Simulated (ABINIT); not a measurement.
# InSbSe3 (Pm-3m): from the cell to the phonon bands

How does InSbSe3 (Pm-3m) vibrate, and is this structure a minimum?

Main program and level: ABINIT 10.8.3; DFT LDA, scalar-relativistic, plane waves, HGH norm-conserving pseudopotentials.

The structure was built from a prototype and need not be the compound's stable phase.

## (1) The starting structure

The structure is cubic, space group Pm-3m (No. 221). The conventional cell has a = 5.057 Å, b = 5.057 Å, c = 5.057 Å, α = 90.00°, β = 90.00°, γ = 90.00°. In has 12 Se at 3.58 Å nearest. Sb has 6 Se at 2.53 Å nearest. Nearest to Se lie 2 Sb at 2.53 Å. Farther neighbours and most contacts between anions are not listed.

Structure file:

```cif
data_structure
_symmetry_space_group_name_H-M 'Pm-3m'
_symmetry_Int_Tables_number 221
_cell_length_a 5.0568
_cell_length_b 5.0568
_cell_length_c 5.0568
_cell_angle_alpha 90.000
_cell_angle_beta 90.000
_cell_angle_gamma 90.000
_cell_volume 129.31
loop_
_atom_site_label
_atom_site_type_symbol
_atom_site_symmetry_multiplicity
_atom_site_Wyckoff_symbol
_atom_site_fract_x
_atom_site_fract_y
_atom_site_fract_z
_atom_site_occupancy
In1 In 1 a 0.00000 0.00000 0.00000 1
Sb1 Sb 1 b 0.50000 0.50000 0.50000 1
Se1 Se 3 c 0.50000 0.50000 0.00000 1
```

## (2) A probe with smearing

A first run with smearing and empty bands tells whether the crystal has a gap, which decides between fixed occupations and smearing later on.

Input file probe.abi:

```
# ground state
tolvrs 1.0d-08
prtden 1
prtwf 1

# basis, mesh and filling
ecut 20.0
ixc 7
ngkpt 4 4 4
nshiftk 1
shiftk 0.0 0.0 0.0
istwfk *1
occopt 7
tsmear 0.005
nband 20
nstep 100
diemac 9.0
prtebands 0
prtgsr 0
useylm 1

# cell and atoms
acell 3*1.0 Angstrom
rprim 
    5.0568 0.0 0.0
    0.0 5.0568 0.0
    0.0 0.0 5.0568
ntypat 3
znucl 49 51 34
natom 5
typat 1 2 3 3 3
xred 
    0.0 0.0 0.0
    0.5 0.5 0.5
    0.5 0.5 0.0
    0.5 0.0 0.5
    0.0 0.5 0.5
pp_dirpath "./pseudo"
pseudos "In.hgh, Sb.hgh, Se.hgh"
```

The run is started by

```sh
> OMP_NUM_THREADS=1 mpirun -n 4 abinit probe.abi > probe.log
```

Numbers of over 12 decimals in the logs are rounded to 6 here.

probe.abo, the main output file:

```text
[banners, grids, parts of the stress and lines that vanish by symmetry left out]
- input  file    -> probe.abi
- output file    -> probe.abo
- root for input  files -> probei
[...]
Symmetries : space group Pm -3 m (#221); Bravais cP (primitive cubic)
[...]
mpw =        3764          nfft =       64000          nkpt =          10
[...]
== DATASET  1 ==================================================================
[...]
cutoff_energies: {ecut:  20.0, pawecutdg:  -1.0, }
[...]
Exchange-correlation functional for the present dataset will be:
  LDA: Perdew-Wang 92 LSD fit to Ceperley-Alder data - ixc=7
[...]
ETOT  1  -36.023027193374    -3.602E+01 2.084E-02 3.030E+02
 ETOT  2  -36.100915305650    -7.789E-02 4.410E-03 6.652E+00
 ETOT  3  -36.103021573176    -2.106E-03 8.578E-04 6.632E-01
 ETOT  4  -36.103264421423    -2.428E-04 8.360E-04 1.298E-02
 ETOT  5  -36.103267946696    -3.525E-06 1.101E-04 3.036E-05
 ETOT  6  -36.103267952606    -5.910E-09 1.225E-04 1.332E-06
 ETOT  7  -36.103267952794    -1.879E-10 4.957E-05 2.582E-08
 ETOT  8  -36.103267952799    -5.315E-12 5.255E-05 4.242E-10
 At SCF step    8       vres2   =  4.24E-10 < tolvrs=  1.00E-08 =>converged.
[...]
sigma(1 1)= -1.44455211E-04  sigma(3 2)=  0.00000000E+00
  sigma(2 2)= -1.44455211E-04  sigma(3 1)=  0.00000000E+00
  sigma(3 3)= -1.44455211E-04  sigma(2 1)=  0.00000000E+00
[...]
convergence: {deltae: -5.315E-12, res2:  4.242E-10, residm:  5.255E-05, diffor: null, }
etotal    :  -3.61032680E+01
[...]
sigma(1 1)= -1.44455211E-04  sigma(3 2)=  0.00000000E+00
  sigma(2 2)= -1.44455211E-04  sigma(3 1)=  0.00000000E+00
  sigma(3 3)= -1.44455211E-04  sigma(2 1)=  0.00000000E+00
[...]
- sigma(1 1)= -4.25001903E+00  sigma(3 2)=  0.00000000E+00
- sigma(2 2)= -4.25001903E+00  sigma(3 1)=  0.00000000E+00
- sigma(3 3)= -4.25001903E+00  sigma(2 1)=  0.00000000E+00
[...]
fcart     -0.0000000000E+00 -0.0000000000E+00 -0.0000000000E+00
           strten     -1.4445521079E-04 -1.4445521079E-04 -1.4445521079E-04
================================================================================

[key lines of the parts left out:]
pressure_GPa:   4.2500E+00
```

The job ended after 7.2 s (4 MPI ranks of Arm Neoverse V1, shared host; 28 s of CPU time).

Numbers from this step:

```yaml
volume_per_atom: 25.86 Å³
pressure: 4.250 GPa
gap_on_the_k_mesh: 0 eV
```

No gap opens on this mesh, so smearing is kept; the printed pressure holds the stress of the finite basis too.

## (3) Rough relaxation

The typed start is rough, so a first relaxation with smearing and loose thresholds takes it towards rest cheaply.

Input file prerelax.abi:

```
# relaxation
ionmov 2
optcell 2
dilatmx 1.15
chkdilatmx 0
ntime 40
tolmxf 3.0d-04
tolvrs 1.0d-10
prtwf 0
prtden 0
chksymtnons 0

# basis, mesh and filling
ecut 21.0
ecutsm 3.0
ixc 7
ngkpt 4 4 4
nshiftk 1
shiftk 0.0 0.0 0.0
istwfk *1
occopt 7
tsmear 0.005
nband 20
nstep 100
diemac 1000000.0
prtebands 0
prtgsr 0
useylm 1

# cell and atoms
acell 3*1.0 Angstrom
rprim 
    5.0568 0.0 0.0
    0.0 5.0568 0.0
    0.0 0.0 5.0568
ntypat 3
znucl 49 51 34
natom 5
typat 1 2 3 3 3
xred 
    0.0 0.0 0.0
    0.5 0.5 0.5
    0.5 0.5 0.0
    0.5 0.0 0.5
    0.0 0.5 0.5
pp_dirpath "./pseudo"
pseudos "In.hgh, Sb.hgh, Se.hgh"
```

The run is started by

```sh
> OMP_NUM_THREADS=1 mpirun -n 4 abinit prerelax.abi > prerelax.log
```

prerelax.abo, the main output file:

```text
[banners, grids, parts of the stress and lines that vanish by symmetry left out]
- input  file    -> prerelax.abi
- output file    -> prerelax.abo
- root for input  files -> prerelaxi
[...]
Symmetries : space group Pm -3 m (#221); Bravais cP (primitive cubic)
[...]
mpw =        6126          nfft =      110592          nkpt =          10
[...]
== DATASET  1 ==================================================================
[...]
cutoff_energies: {ecut:  21.0, pawecutdg:  -1.0, }
[...]
Exchange-correlation functional for the present dataset will be:
  LDA: Perdew-Wang 92 LSD fit to Ceperley-Alder data - ixc=7
[...]
ETOT  1  -36.023286831533    -3.602E+01 3.291E-02 5.235E+02
 ETOT  2  -36.099889699792    -7.660E-02 3.655E-03 2.255E+01
 ETOT  3  -36.102178959610    -2.289E-03 1.497E-03 1.244E+00
 ETOT  4  -36.102335073810    -1.561E-04 5.081E-04 4.199E-02
[...]
ETOT  8  -36.109170354869     7.105E-13 4.088E-11 1.933E-11
 At SCF step    8       vres2   =  1.93E-11 < tolvrs=  1.00E-10 =>converged.
[...]
sigma(1 1)= -2.04020947E-06  sigma(3 2)=  0.00000000E+00
  sigma(2 2)= -2.04020947E-06  sigma(3 1)=  0.00000000E+00
  sigma(3 3)= -2.04020947E-06  sigma(2 1)=  0.00000000E+00
[...]
convergence: {deltae:  7.105E-13, res2:  1.933E-11, residm:  4.088E-11, diffor: null, }
etotal    :  -3.61091704E+01
[...]
At Broyd/MD step   4, gradients are converged :
[...]
sigma(1 1)= -2.04020947E-06  sigma(3 2)=  0.00000000E+00
  sigma(2 2)= -2.04020947E-06  sigma(3 1)=  0.00000000E+00
  sigma(3 3)= -2.04020947E-06  sigma(2 1)=  0.00000000E+00
[...]
- sigma(1 1)= -6.00250348E-02  sigma(3 2)=  0.00000000E+00
- sigma(2 2)= -6.00250348E-02  sigma(3 1)=  0.00000000E+00
- sigma(3 3)= -6.00250348E-02  sigma(2 1)=  0.00000000E+00
[...]
fcart     -0.0000000000E+00 -0.0000000000E+00 -0.0000000000E+00
           strten     -2.0402094657E-06 -2.0402094657E-06 -2.0402094657E-06
================================================================================

[key lines of the parts left out:]
pressure_GPa:   6.0025E-02
Total energy (etotal) [Ha]= -3.61091703548693E+01
```

Run time: 42 s. Hardware: 4 MPI ranks; 2.8 min of CPU time.

Step by step:

```
step  energy less that of the first step (eV)  largest force (eV/Å)  volume (Å³)
   1                                   0.0000                0.0000       129.31
   2                                  -0.0610                0.0000       131.39
   3                                  -0.1836                0.0000       140.31
   4                                  -0.1858                0.0000       141.61
```

```
conventional cell, symmetrised  before  after  change
                         a (Å)   5.057  5.212  +3.1 %
                         b (Å)   5.057  5.212  +3.1 %
                         c (Å)   5.057  5.212  +3.1 %
              volume (Å³/atom)   25.86  28.32  +9.5 %
```

The relaxed structure:

```xyz
5
Lattice="5.2123 0.0000 0.0000 0.0000 5.2123 0.0000 0.0000 0.0000 5.2123" Properties=species:S:1:pos:R:3 pbc="T T T"
In    0.0000    0.0000    0.0000
Sb    2.6062    2.6062    2.6062
Se    2.6062    2.6062    0.0000
Se    2.6062    0.0000    2.6062
Se    0.0000    2.6062    2.6062
```

This step gave:

```yaml
volume_per_atom: 28.32 Å³
pressure: 0.06003 GPa
```

The volume changes by +9.5 % in this run and stands +9.5 % from the first cell.

## (4) Relaxation

The harmonic expansion needs vanishing forces, and a free crystal bears no stress, so cell and atoms are brought to rest. Stress is more sensitive to the basis than forces are: the last 3 Ha under the cutoff are smoothed with ecutsm, and the cutoff is raised above that of the later runs.

Input file relax.abi:

```
# relaxation
ionmov 2
optcell 2
dilatmx 1.08
ntime 40
tolmxf 1.0d-05
tolvrs 1.0d-14
prtwf 0
prtden 0
chksymtnons 0

# basis, mesh and filling
ecut 26.0
ecutsm 3.0
ixc 7
ngkpt 4 4 4
nshiftk 1
shiftk 0.0 0.0 0.0
istwfk *1
occopt 6
tsmear 0.01
nband 20
nstep 100
diemac 1000000.0
prtebands 0
prtgsr 0
useylm 1

# cell and atoms
acell 3*1.0 Angstrom
rprim 
    5.212327385 0.0 0.0
    0.0 5.212327385 0.0
    0.0 0.0 5.212327385
ntypat 3
znucl 49 51 34
natom 5
typat 1 2 3 3 3
xred 
    0.0 0.0 0.0
    0.5 0.5 0.5
    0.5 0.5 0.0
    0.5 0.0 0.5
    0.0 0.5 0.5
pp_dirpath "./pseudo"
pseudos "In.hgh, Sb.hgh, Se.hgh"
```

The run is started by

```sh
> OMP_NUM_THREADS=1 mpirun -n 4 abinit relax.abi > relax.log
```

relax.abo, the main output file:

```text
[banners, grids, parts of the stress and lines that vanish by symmetry left out]
- input  file    -> relax.abi
- output file    -> relax.abo
- root for input  files -> relaxi
[...]
Symmetries : space group Pm -3 m (#221); Bravais cP (primitive cubic)
[...]
mpw =        7689          nfft =      125000          nkpt =          10
[...]
== DATASET  1 ==================================================================
[...]
cutoff_energies: {ecut:  26.0, pawecutdg:  -1.0, }
[...]
Exchange-correlation functional for the present dataset will be:
  LDA: Perdew-Wang 92 LSD fit to Ceperley-Alder data - ixc=7
[...]
ETOT  1  -36.026248684172    -3.603E+01 2.585E-02 6.159E+02
 ETOT  2  -36.111804439291    -8.556E-02 3.250E-03 2.989E+01
 ETOT  3  -36.115030604752    -3.226E-03 1.426E-03 3.853E+00
 ETOT  4  -36.115481119899    -4.505E-04 2.095E-04 1.597E-01
 ETOT  5  -36.115509458774    -2.834E-05 2.460E-04 2.015E-02
[...]
At SCF step   12       vres2   =  4.69E-16 < tolvrs=  1.00E-14 =>converged.
[...]
sigma(1 1)= -1.26119022E-06  sigma(3 2)=  0.00000000E+00
  sigma(2 2)= -1.26119022E-06  sigma(3 1)=  0.00000000E+00
  sigma(3 3)= -1.26119022E-06  sigma(2 1)=  0.00000000E+00
[...]
convergence: {deltae:  3.055E-13, res2:  4.685E-16, residm:  1.105E-04, diffor: null, }
etotal    :  -3.61155120E+01
[...]
ETOT  1  -36.115512054818    -3.612E+01 5.897E-05 9.746E-04
[...]
At SCF step    8       vres2   =  2.39E-15 < tolvrs=  1.00E-14 =>converged.
[...]
sigma(1 1)= -1.09162759E-06  sigma(3 2)=  0.00000000E+00
  sigma(2 2)= -1.09162759E-06  sigma(3 1)=  0.00000000E+00
  sigma(3 3)= -1.09162759E-06  sigma(2 1)=  0.00000000E+00
[...]
convergence: {deltae:  1.158E-12, res2:  2.385E-15, residm:  2.893E-06, diffor: null, }
etotal    :  -3.61155121E+01
[...]
ETOT  1  -36.115508788578    -3.612E+01 1.366E-06 4.045E-02
[...]
ETOT  8  -36.115512527139    -1.421E-12 6.302E-08 1.041E-13
 ETOT  9  -36.115512527138     9.734E-13 1.700E-08 4.456E-16
 At SCF step    9       vres2   =  4.46E-16 < tolvrs=  1.00E-14 =>converged.
[...]
sigma(1 1)= -2.89716570E-09  sigma(3 2)=  0.00000000E+00
  sigma(2 2)= -2.89716570E-09  sigma(3 1)=  0.00000000E+00
  sigma(3 3)= -2.89716570E-09  sigma(2 1)=  0.00000000E+00
[...]
convergence: {deltae:  9.734E-13, res2:  4.456E-16, residm:  1.700E-08, diffor: null, }
etotal    :  -3.61155125E+01
[...]
At Broyd/MD step   3, gradients are converged :
[...]
sigma(1 1)= -2.89716570E-09  sigma(3 2)=  0.00000000E+00
  sigma(2 2)= -2.89716570E-09  sigma(3 1)=  0.00000000E+00
  sigma(3 3)= -2.89716570E-09  sigma(2 1)=  0.00000000E+00
[...]
- sigma(1 1)= -8.52375576E-05  sigma(3 2)=  0.00000000E+00
- sigma(2 2)= -8.52375576E-05  sigma(3 1)=  0.00000000E+00
- sigma(3 3)= -8.52375576E-05  sigma(2 1)=  0.00000000E+00
[...]
fcart     -0.0000000000E+00 -0.0000000000E+00 -0.0000000000E+00
           strten     -2.8971656979E-09 -2.8971656970E-09 -2.8971656975E-09
================================================================================

[key lines of the parts left out:]
pressure_GPa:   8.5238E-05
Total energy (etotal) [Ha]= -3.61155125271382E+01
```

Run time: 46 s. Hardware: 4 MPI ranks.

Little changed from the start: no atom moved by 0.005 Å and no cell edge by 0.1 %.

Read from the output:

```
volume per atom : 28.35 Å³
pressure        : 8.52e-5 GPa
```

The volume changes by +0.1 % in this run and stands +9.6 % from the first cell.

## (5) Self-consistent run for the response

The response is built on these wavefunctions, so the potential is converged far more tightly than an energy would need. Smearing stays on, as the first look found no gap above 0.3 eV.

Input file gs.abi:

```
# ground state
tolvrs 1.0d-16
prtden 1
prtwf 1

# basis, mesh and filling
ecut 20.0
ixc 7
ngkpt 4 4 4
nshiftk 1
shiftk 0.0 0.0 0.0
istwfk *1
occopt 6
tsmear 0.01
nband 20
nstep 100
diemac 1000000.0
prtebands 0
prtgsr 0
useylm 1

# cell and atoms
acell 3*1.0 Angstrom
rprim 
    5.213795305 0.0 0.0
    0.0 5.213795305 0.0
    0.0 0.0 5.213795305
ntypat 3
znucl 49 51 34
natom 5
typat 1 2 3 3 3
xred 
    0.0 0.0 0.0
    0.5 0.5 0.5
    0.5 0.5 0.0
    0.5 0.0 0.5
    0.0 0.5 0.5
pp_dirpath "./pseudo"
pseudos "In.hgh, Sb.hgh, Se.hgh"
```

The run is started by

```sh
> OMP_NUM_THREADS=1 mpirun -n 4 abinit gs.abi > gs.log
```

gs.abo, the main output file:

```text
[banners, grids, parts of the stress and lines that vanish by symmetry left out]
- input  file    -> gs.abi
- output file    -> gs.abo
- root for input  files -> gsi
[...]
Symmetries : space group Pm -3 m (#221); Bravais cP (primitive cubic)
[...]
mpw =        4116          nfft =       64000          nkpt =          10
[...]
== DATASET  1 ==================================================================
[...]
cutoff_energies: {ecut:  20.0, pawecutdg:  -1.0, }
[...]
Exchange-correlation functional for the present dataset will be:
  LDA: Perdew-Wang 92 LSD fit to Ceperley-Alder data - ixc=7
[...]
ETOT  1  -36.024276915846    -3.602E+01 3.901E-02 3.095E+02
 ETOT  2  -36.105342927841    -8.107E-02 5.320E-03 1.634E+01
 ETOT  3  -36.108726087629    -3.383E-03 2.243E-03 2.043E+00
 ETOT  4  -36.109184456065    -4.584E-04 4.404E-04 8.871E-02
 ETOT  5  -36.109215054348    -3.060E-05 3.607E-04 1.210E-02
[...]
ETOT 12  -36.109218017230    -3.411E-13 5.659E-06 2.943E-16
 ETOT 13  -36.109218017228     1.201E-12 9.426E-06 1.359E-17
 At SCF step   13       vres2   =  1.36E-17 < tolvrs=  1.00E-16 =>converged.
[...]
sigma(1 1)=  3.00627001E-05  sigma(3 2)=  0.00000000E+00
  sigma(2 2)=  3.00627001E-05  sigma(3 1)=  0.00000000E+00
  sigma(3 3)=  3.00627001E-05  sigma(2 1)=  0.00000000E+00
[...]
convergence: {deltae:  1.201E-12, res2:  1.359E-17, residm:  9.426E-06, diffor: null, }
etotal    :  -3.61092180E+01
[...]
sigma(1 1)=  3.00627001E-05  sigma(3 2)=  0.00000000E+00
  sigma(2 2)=  3.00627001E-05  sigma(3 1)=  0.00000000E+00
  sigma(3 3)=  3.00627001E-05  sigma(2 1)=  0.00000000E+00
[...]
- sigma(1 1)=  8.84475173E-01  sigma(3 2)=  0.00000000E+00
- sigma(2 2)=  8.84475173E-01  sigma(3 1)=  0.00000000E+00
- sigma(3 3)=  8.84475173E-01  sigma(2 1)=  0.00000000E+00
[...]
fcart     -0.0000000000E+00 -0.0000000000E+00 -0.0000000000E+00
           strten      3.0062700097E-05  3.0062700097E-05  3.0062700097E-05
================================================================================

[key lines of the parts left out:]
pressure_GPa:  -8.8448E-01
```

Elapsed: 11 s, on 4 MPI ranks.

Read from the output:

| Item | Value |
| --- | --- |
| pressure | -0.8845 GPa |

The cell stands at -0.88 GPa: the relaxation ran with a smoothed and higher cutoff, and the difference is a stress of the finite basis.

(Continued in part 2 of 5.)

[Host names and launcher messages were left out of these logs when they were recorded.]

[Logs are printed without paths, hosts, clocks, repeated set-up lines and the standing remarks that a program may print on its own settings, such as how far it seeks lower states.]

[Hosts, paths, dates, database ids (printed as entryN), source tags and the programs' standing remarks are cut or masked in the printed files.]
